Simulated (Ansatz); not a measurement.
Two G0W0 runs on KCdCO3F (P-6m2).

```yaml
crystal:
  lattice:
    - [5.13240, 0.00000, 0.00000]
    - [-2.56620, 4.44479, 0.00000]
    - [0.00000, 0.00000, 4.43240]
  atoms:
    - { symbol: K, position: [0.00000, 0.00000, 0.00000] }
    - { symbol: Cd, position: [0.66667, 0.33333, 0.50000] }
    - { symbol: C, position: [0.33333, 0.66667, 0.50000] }
    - { symbol: O, position: [0.18790, 0.37579, 0.50000] }
    - { symbol: O, position: [0.18790, 0.81210, 0.50000] }
    - { symbol: O, position: [0.62421, 0.81210, 0.50000] }
    - { symbol: F, position: [0.66667, 0.33333, 0.00000] }
```

Geometry: measured cell, ions relaxed with PBE. The runs that relaxed it are not among those shown.

The first (Ansatz 0.2.0; start PBE, 6×6×6 mesh, 749 empty bands, screening to 220 eV, PAW set soft_1 files; 1 × NVIDIA H100 80GB HBM3 (shared by 6 runs) with 3 threads of AMD EPYC 7R13 (Zen 3), shared host) gave, on its mesh: starting gap 1.83 eV, G0W0 gap 3.97 eV, RPA ε∞ (mean) 2.69, 6.4 min.

Q: The second changes empty bands from 749 to 1193 and screening cutoff (eV) from 220 to 300. What does it give?

It gave: starting gap 1.83 eV, G0W0 gap 4.03 eV, RPA ε∞ (mean) 2.68, 14 min. The G0W0 gap moves by +0.06 eV, +0.00 eV from the start and +0.06 eV from the correction. Σc changes by −0.09 eV at the valence top and −0.02 eV at the conduction bottom, and Σx − Vxc between them by +0.00 eV.

Limits: not at the basis limit; d shell near the gap, gap tends to lie low; no spin-orbit coupling.

[Paths, hosts, dates, memory and timing lines, banners, echoed tables and standing remarks are left out of the program output.]

[Logs are printed without paths, hosts, clocks, repeated set-up lines and the standing remarks that a program may print on its own settings, such as how far it seeks lower states.]

[Runs of the session that timed out or met a known fault of the program may be left out.]

[Cells called generated may have been cut or substituted from an entry of the Crystallography Open Database or the Materials Project.]

[Hosts, paths, dates, database ids (printed as entryN), source tags and the programs' standing remarks are cut or masked in the printed files.]
